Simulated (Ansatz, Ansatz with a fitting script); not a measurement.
Planning a run of Ansatz 0.2.0 on TiO2 (Rutile). The input:

```yaml
crystal:
  lattice:
    - [4.5841602319, 0.0, 0.0]
    - [0.0, 4.5841602319, 0.0]
    - [0.0, 0.0, 2.9513277143]
  atoms:
    - { symbol: Ti, position: [0.0, 0.0, 0.0] }
    - { symbol: Ti, position: [0.5, 0.5, 0.5] }
    - { symbol: O, position: [0.3043025857, 0.3043025857, 0.0] }
    - { symbol: O, position: [0.1956974143, 0.8043025857, 0.5] }
    - { symbol: O, position: [0.6956974143, 0.6956974143, 0.0] }
    - { symbol: O, position: [0.8043025857, 0.1956974143, 0.5] }
kpoints:
  mp_grid: { grid: [3, 3, 5] }
hamiltonian:
  xc: lda
  pseudopotentials: { kind: paw, source: ansatz, frozen_core: stored }
scf:
  occupations: { method: fixed }
  lower_state_search: "off"
  convergence: { dr2_threshold: 1.0e-09 }
output:
  embedding: [{ level: hf }]
basis:
  ecutwfc: 1000
```

```sh
ansatz run input.yaml --threads 20 --pin off --max-ram 73728MiB --backend cpu --events-out ev --progress --plain --runs-dir out
```

How long will it take on 20 threads of Arm Neoverse V2, shared host, and how much memory?

It took 19 s; on shared hardware allow 9.7 s to 39 s. Peak host memory was 1.1 GiB.

[Paths, hosts, dates, memory and timing lines, banners, echoed tables and standing remarks are left out of the program output.]

[Logs are printed without paths, hosts, clocks, repeated set-up lines and the standing remarks that a program may print on its own settings, such as how far it seeks lower states.]

[Runs of the session that timed out or met a known fault of the program may be left out.]

[Hosts, paths, dates, database ids (printed as entryN), source tags and the programs' standing remarks are cut or masked in the printed files.]
